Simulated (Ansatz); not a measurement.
# Ag (Fm-3m, 1 atom in the cell): converging a phonon calculation

How do the frequencies of Ag (Fm-3m, 1 atom in the cell) move with q mesh, k mesh and cutoff?

Program: Ansatz 0.2.0. Level of theory: DFT PBE, scalar-relativistic, plane waves, PAW. Results are calculated unless marked as measured.

## (1) The starting structure

It takes space group Fm-3m (No. 225, cubic). The conventional cell has a = 4.147 Å, b = 4.147 Å, c = 4.147 Å, α = 90.00°, β = 90.00°, γ = 90.00°. Nearest to Ag lie 12 Ag at 2.93 Å.

## (2) Tight relaxation

Phonons need a cell at rest on their own settings, so the relaxation is repeated with tight tolerances on forces and stress, using the mesh and the filling of the phonon run that follows.

Input file input.yaml:

```yaml
crystal:
  lattice:
    - [0.0, 2.0735892918, 2.0735892918]
    - [2.0735892918, 0.0, 2.0735892918]
    - [2.0735892918, 2.0735892918, 0.0]
  atoms:
    - { symbol: Ag, position: [0.0, 0.0, 0.0] }
kpoints:
  mp_grid: { grid: [20, 20, 20] }
hamiltonian:
  xc: pbe
scf:
  occupations: { method: methfessel_paxton, width: 0.2 }
output:
  forces: true
  stress: true
  eigenvalues: true
  write_density: true
  write_potential: true
  elf: true
  volumetric_format: npy
relax:
  adjacent_minimum: "off"
  f_tol: 0.001
  max_steps: 60
  cell: { stress_tol: 0.01 }
```

Run with:

```
$ ansatz run input.yaml --threads 4 --pin off --max-ram 7168MiB --backend cpu --events-out ev --progress --plain --runs-dir out
```

Numbers of over 12 decimals in the logs are rounded to 6 here.

What it wrote:

```text
Engine: ansatz 0.2.0, aarch64-unknown-linux-gnu
Pseudopotentials: kind: paw
Pseudopotential: Ag, paw, valence charge 19, recommended cutoff 420 eV (normal), Ag.paw.azcp
Functional definition: PBE
  parameter kappa = 0.804
  parameter beta = 0.066725
  exchange = pbe_x(kappa = kappa, mu = beta*pi^2/3)
  correlation = pbe_c(beta = beta)
Crystal: 1 atoms, lattice volume = 17.832 Å³
[...]
--- Relaxed structure (3 steps of the walk, 3 accepted, 1 SCFs on fresh bases) ---
  F+E_penalty+E_count = -7590.55592506 eV   max|allowed force component| = 0.000e0 eV/Å   (the final SCF, on the basis selected at the relaxed cell)
  cell:  # Å, volume = 17.8348 Å³
    - [0, 2.073700, 2.073700]
    - [2.073700, 0, 2.073700]
    - [2.073700, 2.073700, 0]
  atoms:
    - { symbol: Ag, position: [0.0, 0.0, 0.0] }
[key lines of the parts left out:]
SCF converged after 4 iterations
Free energy (F): -7590.555925 eV
Fermi energy:    16.366987 eV
P = ⅓ Tr σ = -0.0004 GPa (-0.004 kbar)
```

Run time: 6.4 s. Hardware: 4 threads of Arm Neoverse N1, shared host; peak memory 0.35 GiB; 23 s of CPU time.

Little changed from the start: no atom moved by 0.005 Å and no cell edge by 0.1 %.

Numbers from this step:

| Property | Result |
| --- | --- |
| pressure | -4.10e-4 GPa |
| volume per atom | 17.83 Å³ |
| gap on the k-mesh | 0 eV |

Valence density in the ac plane of the conventional cell at fractional y = 0.000, with atoms of Ag within 0.2 Å of it. It is the smooth field of the valence electrons, not physical close to the nuclei.

Ten even steps from '_' (0 e/Å³) to '@' (19 e/Å³), each cell a mean:
```
%%++..__________________--##
--::____________________..--
____________________________
____________________________
____________..::..__________
__________::++**==..________
__________--%%@@**::________
__________--##%%++..________
__________..----::__________
____________________________
____________________________
::..______________________..
**==..__________________::++
@@**::__________________--%%
```
Columns run along a (4.1 Å), rows up along c (4.1 Å), edges of the conventional cell, whose origin can differ from the input's. Atoms in or near the plane, at fractional coordinates: Ag at (0.00, 0.00), Ag at (0.50, 0.50).

Electrostatic potential energy in the ac plane of the conventional cell at fractional y = 0.000, with atoms of Ag within 0.2 Å of it. With pseudopotentials it is smooth inside the atoms' cores, unlike the true potential.

Ten even steps from '_' (-25 eV) to '@' (20 eV), each cell a mean:
```
____--**@@@@@@@@@@@@%%++..__
..::++%%@@@@@@@@@@@@%%**--..
==++##@@@@@@@@@@@@@@@@%%**++
%%%%@@@@@@%%****##%%@@@@%%%%
@@@@@@@@##++--::==**%%@@@@@@
@@@@@@%%++::____..==##@@@@@@
@@@@@@%%==..______::**@@@@@@
@@@@@@%%++..______--**@@@@@@
@@@@@@%%**--....::++%%@@@@@@
@@@@@@@@%%**++==++##@@@@@@@@
**##%%@@@@%%%%%%%%@@@@@@%%**
::==**%%@@@@@@@@@@@@@@##++--
__..==##@@@@@@@@@@@@%%++::__
____::**@@@@@@@@@@@@%%==..__
```
Columns run along a (4.1 Å; values clipped at the 3rd and 97th percentile), rows up along c (4.1 Å), edges of the conventional cell, whose origin can differ from the input's. Atoms in or near the plane, at fractional coordinates: Ag at (0.00, 0.00), Ag at (0.50, 0.50).

ELF in the ac plane of the conventional cell at fractional y = 0.000, with atoms of Ag within 0.2 Å of it. It is the smooth field of the valence electrons, not physical close to the nuclei.

Ten even steps from '0' (0.16) to '9' (0.82), each cell a mean:
```
97410000000368
65300000000146
32100000000013
00000012100000
00001345420000
00002577641000
00003699752000
00003689741000
00001466530000
00000133210000
21000000000001
54200000000134
76410000000257
97520000000369
```
Columns run along a (4.1 Å), rows up along c (4.1 Å), edges of the conventional cell, whose origin can differ from the input's. Atoms in or near the plane, at fractional coordinates: Ag at (0.00, 0.00), Ag at (0.50, 0.50).

The forces vanish by symmetry and the pressure is 0.000 GPa, within the tolerances set. The cell now holds 17.83 Å³/atom.

## (3) The dispersion

Stability and thermal properties need the whole zone. Linear response on a 4×4×4 q mesh gives force constants as far as a supercell of that size would.

Input file input.yaml:

```yaml
crystal:
  lattice:
    - [0.0, 2.0737002689, 2.0737002689]
    - [2.0737002689, 0.0, 2.0737002689]
    - [2.0737002689, 2.0737002689, 0.0]
  atoms:
    - { symbol: Ag, position: [0.0, 0.0, 0.0] }
kpoints:
  mp_grid: { grid: [20, 20, 20] }
hamiltonian:
  xc: pbe
scf:
  occupations: { method: methfessel_paxton, width: 0.2 }
output:
  eigenvalues: true
phonons:
  method: dfpt
  qmesh: [4, 4, 4]
  temperatures: { t_max: 1000, t_step: 50 }
  qpath:
    path:
      - [[0.0, 0.0, 0.0], [0.5, 0.0, 0.5], [0.625, 0.25, 0.625]]
      - [[0.375, 0.375, 0.75], [0.0, 0.0, 0.0], [0.5, 0.5, 0.5], [0.5, 0.25, 0.75], [0.5, 0.0, 0.5]]
    npoints: 10
```

What it wrote:

```text
[...]
Crystal: 1 atoms, lattice volume = 17.835 Å³
Basis set: ecut = 420 eV, 339 PW (Γ), exchange–correlation on 40×40×40 points (8 copies of the dense FFT grid, shifted against one another)
Bands: 14, of which v1, the nominal top of the filled ones, is band 10 counted from 1 (9 counted from 0)
Symmetry: 48 space group operations
k-points: 256 of 8000
[...]
SCF iter   1: F=—  HF=-7590.555694 eV  |F-HF|=—  |Δ(HF+E_count)|=         —  Δρ=7.75e-4  dr2=1.56e-5  ethr=1.77e-3  ⟨swp⟩=4.0  Hψ=16948  notcnv=0
[...]
SCF iter   7: F=-7590.555925 eV  HF=-7590.555925 eV  |F-HF|=9.09e-13  |Δ(HF+E_count)|=  3.73e-11  S|Δr|=    0.00e0  Δρ=1.25e-7  dr2=1.60e-12  ethr=1.00e-12  ⟨swp⟩=5.9  Hψ=14081  notcnv=0
SCF 1 converged in 7 iterations: F = -7590.555925 eV  dr2 = 1.60e-12
[...]
NSCF: frozen V_eff on 256 k-points
[...]
DFPT response loops at q = (0, 0, 0) (fractional): preconditioner auto → Kerker (q_TF=auto, 2.757 Å⁻¹) (partly filled bands, converged f_vac=0.000); β = 1.00, the filter's whole step (`scf.mixing.beta` (0.50) is not read by the response loops under this deck's `scf.mixing.preconditioner`; to damp them name `kerker` or `kerker_dos`, under which they read `scf.mixing.beta`, and type it under 1.00, their step now; both keys bind the ground state too); Broyden in place of MSR1
[...]
SCF converged after 7 iterations
[...]
Free energy (F): -7590.555925 eV
[...]
Internal energy: -7590.556260 eV  (E = F + TS)
E sigma→0 (E₀):  -7590.556009 eV
Entropy (-TS):   0.000335 eV (0.335 meV/atom)
Fermi energy:    16.366988 eV
[...]
--- Band table (eV; the first three rows and the last of 256) ---
  k-point 0: bands = [... 6 lower, 11.7392, 11.7392, 12.6980, 12.6980, 32.1589, 35.4831, 35.4831, 35.4831]
  k-point 1: bands = [... 6 lower, 11.7597, 11.7597, 12.6902, 12.6902, 32.1686, 34.8004, 35.5072, 35.5072]
  k-point 2: bands = [... 6 lower, 11.8148, 11.8148, 12.6731, 12.6731, 31.9925, 33.5574, 35.5650, 35.5650]
  k-point 255: bands = [... 6 lower, 11.4930, 12.7104, 13.6303, 22.1525, 22.1525, 23.0434, 24.3077, 38.4507]
--- Phonons (Γ-DFPT): 1 representative perturbation + reference (Σ response iterations 3) ---
  ASR residual: 1.127e-4 → 0.000e0 eV/Å²; symmetrization residual: 1.122e-11 eV/Å²
  ASR residual per site (eV/Å²): 1.13e-4
  Γ frequencies (cm⁻¹): 0.00 0.00 0.00
--- Phonons (arbitrary-q DFPT): 8 irreducible q on the 4×4×4 mesh ---
  q = [0.0000, 0.0000, 0.0000] (star 1, of the zone-centre solve; hermiticity 3.99e-9, symmetrization 9.95e-8): -0.00 -0.00 -0.00
  q = [0.0000, 0.0000, 0.2500] (star 8, 1 solved perturbation on 4200 of 8000 k-point pairs; hermiticity 1.16e-7, symmetrization 5.80e-8): 48.85 48.85 115.33
[...]
q = [0.0000, 0.2500, 0.2500] (star 6, 2 solved perturbations in 3420 linear systems a pass and spin channel, the states on 2210 of 8000 k-point pairs; hermiticity 3.03e-8, symmetrization 1.92e-8): 74.11 74.11 116.50
[...]
sum rule: each row above includes the acoustic sum rule's correction from the zone centre's row sums; it moved no ω² by more than (0.53 cm⁻¹)²
  mesh force constants: q→R imaginary residual 0.00e0; ASR residual 1.127e-4 → 0.000e0 eV/Å²; symmetrization residual 2.665e-15 eV/Å²
  interpolated dispersion: 62 rows × 3 modes
  density of states and harmonic sums: on the 28×28×28 q-mesh, interpolated from the force constants of a 4×4×4 supercell (no non-analytic term)
  largest difference from the sums on the solved wave vectors: F 1.32e-2 eV, S 1.72e-5 and C_V 4.03e-6 eV/K
  zero-point energy: 0.019049 eV/cell   skipped modes (ω ≤ 0): 3   left out of the sums: 4.56e-5 of the cell's modes: C_V's classical limit lies that fraction below 3 k_B per atom; for a crystal, a wire or a layer, F and S can be off by more, and a phonons.interpolated_qmesh denser along its periods is the remedy for the sampling
```

Elapsed: 5.1 min, on 4 threads; peak memory 4 GiB; 19 min of CPU time.

Numbers from this step:

```
sum-rule residual before enforcement                    : 1.13e-4 eV/Å²
lowest frequency on the path                            : 0 cm⁻¹
highest frequency on the path or at a solved wavevector : 158 cm⁻¹
mean frequency                                          : 102.4 cm⁻¹
Debye temperature (second moment)                       : 199 K
logarithmic mean frequency                              : 96.8 cm⁻¹
lowest mode on the q mesh (acoustic modes at Γ apart)   : 48.85 cm⁻¹
zero-point energy per atom                              : 19.05 meV
heat capacity at 300 K                                  : 24.40 J/(mol atoms K)
vibrational entropy at 300 K                            : 44.35 J/(mol atoms K)
```

Frequencies (cm⁻¹) solved at each irreducible wavevector; negative means imaginary. Frequencies by wavevector, by row:

```
q in reciprocal lattice units  star  mode 1  mode 2  mode 3
                        0 0 0     1       0       0       0
                     0 0 0.25     8    48.9    48.9   115.3
                     0 0 -0.5     4    70.8    70.8     158
                  0 0.25 0.25     6    74.1    74.1   116.5
                  0 0.25 -0.5    24    88.9   102.8   146.3
                 0 0.25 -0.25    12    69.6   103.9   137.3
                  0 -0.5 -0.5     3   105.3   105.3     156
              0.25 -0.5 -0.25     6   100.5   129.7   129.7
```

Interpolated from a 4×4×4 q mesh. Phonon branches along the path, in cm⁻¹:

```csv
point,branch 1,branch 2,branch 3
Γ,0,0,0
halfway,74,74,116
X,105,105,156
halfway,102,110,152
U,95,122,141
jump to K,95,122,141
halfway,53,81,125
Γ,0,0,0
halfway,49,49,115
L,71,71,158
halfway,84,104,147
W,100,130,130
halfway,103,112,148
X,105,105,156
```

The phonon branches as a text plot (rows in cm⁻¹):

```
    155 |           ****                        *****          **
    148 |         **    *                      *     **      **
    142 |        *       **                   *        **   *
    135 |                  *****                           *
    128 |       *          *                 *           ***
    122 |                ** *   *                       *
    115 |      *        *                   *          *    **
    109 |             **     **  *                            ***
    102 |         *******                             *  ********
     95 |    **  *       **    *           *         *  *
     89 |                  *      **                *  *
     82 |       *           *   *                    **
     76 |   *  *             **           *       ***
     69 |                                      ****
     63 |    **                * *  *         *
     56 |                       *            *
     49 |  **                     **     *  *
     43 |                        *         *
     36 |                           *
     30 | **                      ** *    *
     23 |                           *   **
     16 | *                          *
     10 |                            *  *
      3 |*                            **
         Γ           X  U|K            Γ         L        W     X
```

Symmetry leaves 8 wavevectors to solve. The lowest mode among them, the acoustic zeros apart, lies at q = (0, 0, 0.25) and is real, 48.9 cm⁻¹.

## (4) Another q mesh, q mesh 2×2×2

The q mesh is changed to 2×2×2, to see how far the force constants must reach.

Edit input.yaml of step 3 so:

```diff
@@ -17,3 +17,3 @@
   method: dfpt
-  qmesh: [4, 4, 4]
+  qmesh: [2, 2, 2]
   temperatures: { t_max: 1000, t_step: 50 }
```

What it wrote:

```text
[...]
Crystal: 1 atoms, lattice volume = 17.835 Å³
Basis set: ecut = 420 eV, 339 PW (Γ), exchange–correlation on 40×40×40 points (8 copies of the dense FFT grid, shifted against one another)
Bands: 14, of which v1, the nominal top of the filled ones, is band 10 counted from 1 (9 counted from 0)
Symmetry: 48 space group operations
k-points: 256 of 8000
[...]
SCF iter   1: F=—  HF=-7590.555694 eV  |F-HF|=—  |Δ(HF+E_count)|=         —  Δρ=7.75e-4  dr2=1.56e-5  ethr=1.77e-3  ⟨swp⟩=4.0  Hψ=16948  notcnv=0
[...]
SCF iter   7: F=-7590.555925 eV  HF=-7590.555925 eV  |F-HF|=9.09e-13  |Δ(HF+E_count)|=  3.73e-11  S|Δr|=    0.00e0  Δρ=1.25e-7  dr2=1.60e-12  ethr=1.00e-12  ⟨swp⟩=5.9  Hψ=14081  notcnv=0
SCF 1 converged in 7 iterations: F = -7590.555925 eV  dr2 = 1.60e-12
[...]
SCF converged after 7 iterations
[...]
Free energy (F): -7590.555925 eV
[...]
Internal energy: -7590.556260 eV  (E = F + TS)
E sigma→0 (E₀):  -7590.556009 eV
Entropy (-TS):   0.000335 eV (0.335 meV/atom)
Fermi energy:    16.366988 eV
[...]
--- Band table (eV; the first three rows and the last of 256) ---
  k-point 0: bands = [... 6 lower, 11.7392, 11.7392, 12.6980, 12.6980, 32.1589, 35.4831, 35.4831, 35.4831]
  k-point 1: bands = [... 6 lower, 11.7597, 11.7597, 12.6902, 12.6902, 32.1686, 34.8004, 35.5072, 35.5072]
  k-point 2: bands = [... 6 lower, 11.8148, 11.8148, 12.6731, 12.6731, 31.9925, 33.5574, 35.5650, 35.5650]
  k-point 255: bands = [... 6 lower, 11.4930, 12.7104, 13.6303, 22.1525, 22.1525, 23.0434, 24.3077, 38.4507]
[...]
ASR residual: 1.127e-4 → 0.000e0 eV/Å²; symmetrization residual: 1.122e-11 eV/Å²
  ASR residual per site (eV/Å²): 1.13e-4
  Γ frequencies (cm⁻¹): 0.00 0.00 0.00
--- Phonons (arbitrary-q DFPT): 3 irreducible q on the 2×2×2 mesh ---
[...]
interpolated dispersion: 62 rows × 3 modes
[...]
```

It took 48 s on 4 threads; peak memory 1.3 GiB; 3 min of CPU time.

This step gave:

| Quantity | Value |
| --- | --- |
| mean frequency | 103.3 cm⁻¹ |
| lowest mode on the q mesh (acoustic modes at Γ apart) | 70.83 cm⁻¹ |

Frequencies (cm⁻¹) solved at each irreducible wavevector; negative means imaginary. Frequencies by wavevector, by row:

```csv
q in reciprocal lattice units,star,mode 1,mode 2,mode 3
0 0 0,1,0,0,0
0 0 -0.5,4,70.8,70.8,158
0 -0.5 -0.5,3,105.3,105.3,156
```

Interpolated from a 2×2×2 q mesh, rough between the solved points. The phonon branches at the labelled points (cm⁻¹):

| point | branch 1 | branch 2 | branch 3 |
| --- | --- | --- | --- |
| Γ | 0 | 0 | 0 |
| halfway | 74 | 74 | 110 |
| X | 105 | 105 | 156 |
| halfway | 103 | 112 | 153 |
| U | 96 | 126 | 143 |
| jump to K | 96 | 126 | 143 |
| halfway | 54 | 84 | 120 |
| Γ | 0 | 0 | 0 |
| halfway | 50 | 50 | 112 |
| L | 71 | 71 | 158 |
| halfway | 85 | 107 | 149 |
| W | 105 | 133 | 133 |
| halfway | 105 | 114 | 150 |
| X | 105 | 105 | 156 |

The phonon branches as a text plot (rows in cm⁻¹):

```
    155 |           ****                        ******        ***
    148 |         **    **                     *      **     *
    142 |        *        *                   *         *   *
    135 |                  ****                          ***
    128 |       *         *    *             *             *
    122 |                *  *   *                       *   *
    115 |              **    **                        *     *
    109 |      *      *                     *         *   **  ***
    102 |         *******      * *                       *  *****
     95 |        *       **                *         *  *
     89 |    **            *                        *  *
     82 |       *           *   * **                 **
     76 |      *             **                   ***
     69 |   *                    *        *    ****
     63 |    **                *              *
     56 |                       *   *        *
     49 |  **                     **     *  *
     43 |                        *         *
     36 |                         ***
     30 |  *                         *    *
     23 | *                         *   **
     16 | *                          *
     10 |                            *  *
      3 |*                            **
         Γ           X  U|K            Γ         L        W     X
```

The mean frequency is 103.3 cm⁻¹, +0.9 cm⁻¹ against the base run.

The highest branch reaches 158 cm⁻¹ on this path, at L. No branch goes imaginary on this path.

## (5) Another q mesh, k-mesh 21×21×21, q mesh 3×3×3

The q mesh is changed to 3×3×3, to see how far the force constants must reach; the k mesh is 21×21×21, against 20×20×20 in the base run, so that the q mesh divides it.

Edit input.yaml of step 4 so:

```diff
@@ -8,3 +8,3 @@
 kpoints:
-  mp_grid: { grid: [20, 20, 20] }
+  mp_grid: { grid: [21, 21, 21] }
 hamiltonian:
@@ -17,3 +17,3 @@
   method: dfpt
-  qmesh: [2, 2, 2]
+  qmesh: [3, 3, 3]
   temperatures: { t_max: 1000, t_step: 50 }
```

What it wrote:

```text
[...]
Crystal: 1 atoms, lattice volume = 17.835 Å³
Basis set: ecut = 420 eV, 339 PW (Γ), exchange–correlation on 40×40×40 points (8 copies of the dense FFT grid, shifted against one another)
Bands: 14, of which v1, the nominal top of the filled ones, is band 10 counted from 1 (9 counted from 0)
Symmetry: 48 space group operations
k-points: 286 of 9261
[...]
k-point 285: bands = [... 6 lower, 11.5934, 12.7170, 13.6145, 21.4876, 22.4744, 23.2917, 24.4966, 38.0712]
[...]
ASR residual: 2.497e-5 → 0.000e0 eV/Å²; symmetrization residual: 1.061e-11 eV/Å²
  ASR residual per site (eV/Å²): 2.50e-5
  Γ frequencies (cm⁻¹): 0.00 0.00 0.00
--- Phonons (arbitrary-q DFPT): 4 irreducible q on the 3×3×3 mesh ---
[...]
interpolated dispersion: 62 rows × 3 modes
[...]
[key lines of the parts left out:]
SCF converged after 7 iterations
Free energy (F): -7590.550908 eV
Fermi energy:    16.404967 eV
```

The job ended after 2.7 min (4 threads; peak memory 2.6 GiB; 10 min of CPU time).

The mean frequency is 102.4 cm⁻¹, +0.0 cm⁻¹ against the base run, whose k mesh differs too.

[end of part 1 of 3]

[Logs are printed without paths, hosts, clocks, repeated set-up lines and the standing remarks that a program may print on its own settings, such as how far it seeks lower states.]

[Hosts, paths, dates, database ids (printed as entryN), source tags and the programs' standing remarks are cut or masked in the printed files.]
